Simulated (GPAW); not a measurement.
Two runs for the Zn K edge of atom 2 in ZnAg (Pm-3m). Run A: GPAW, LDA, excited-electron core hole (neutral cell), 8-atom cell with 5.5 Å between holes, 6×6×6 k points, dipole transitions, Gaussian full width 1.67 eV up to 4 eV, rising linearly to 3.5 eV at 25 eV. Run B differs in one choice.

Energy from the lowest empty level; intensity scaled to a mean of 1 over the first 20 eV:

```
E (eV)     A     B
  -2.0  0.00  0.00
  -1.0  0.04  0.00
   0.0  0.25  0.25
   1.0  0.50  0.60
   2.0  0.69  0.55
   3.0  0.87  0.53
   4.0  1.20  1.07
   5.0  1.57  1.73
   6.0  1.57  1.61
   7.0  1.37  1.40
   8.0  1.22  1.10
   9.0  1.12  1.02
  10.0  1.00  1.10
  11.0  1.00  0.82
  12.0  1.15  1.32
  13.0  1.19  1.13
  14.0  1.07  1.36
  15.0  0.90  0.59
  16.0  0.81  0.86
  17.0  0.76  0.93
  18.0  0.69  0.47
  19.0  0.70  0.73
  20.0  0.76  0.72
  21.0  0.80  0.89
  22.0  0.81  0.77
  23.0  0.83  0.83
  24.0  0.89  0.78
  25.0  0.99  1.00
  26.0  1.05  1.36
  27.0  1.05  0.91
  28.0  1.04  0.96
  29.0  1.04  1.18
  30.0  1.01  1.01
  31.0  0.95  0.97
  32.0  0.88  0.89
```

What was changed?
a) the size of the supercell
b) the k mesh of the spectrum
c) the volume of the cell
d) the broadening

(d): run B changes the broadening from Gaussian full width 1.67 eV up to 4 eV, rising linearly to 3.5 eV at 25 eV to Gaussian full width 0.5 eV up to 4 eV, rising linearly to 1.5 eV at 25 eV. The scaled spectrum changes by 14 % r.m.s. The highest intensity below 24 eV goes from 5.4 eV (1.62) to 5.4 eV (1.84). Other settings could leave a like mark; this is the one that was changed.

[Banner, clock and machine lines of the logs are left out without a mark of their own.]

[Logs are printed without paths, hosts, clocks, repeated set-up lines and the standing remarks that a program may print on its own settings, such as how far it seeks lower states.]

[Hosts, paths, dates, database ids (printed as entryN), source tags and the programs' standing remarks are cut or masked in the printed files.]

[Lists of maxima count a maximum above −3 eV only where it reaches 4 % of the highest in the window and stands out from its surroundings by 2 % of it (1.5 % where it reaches 55 %); shoulders and weaker maxima are passed over, and of the rest the first, up to two pre-edge ones and the few strongest are named.]
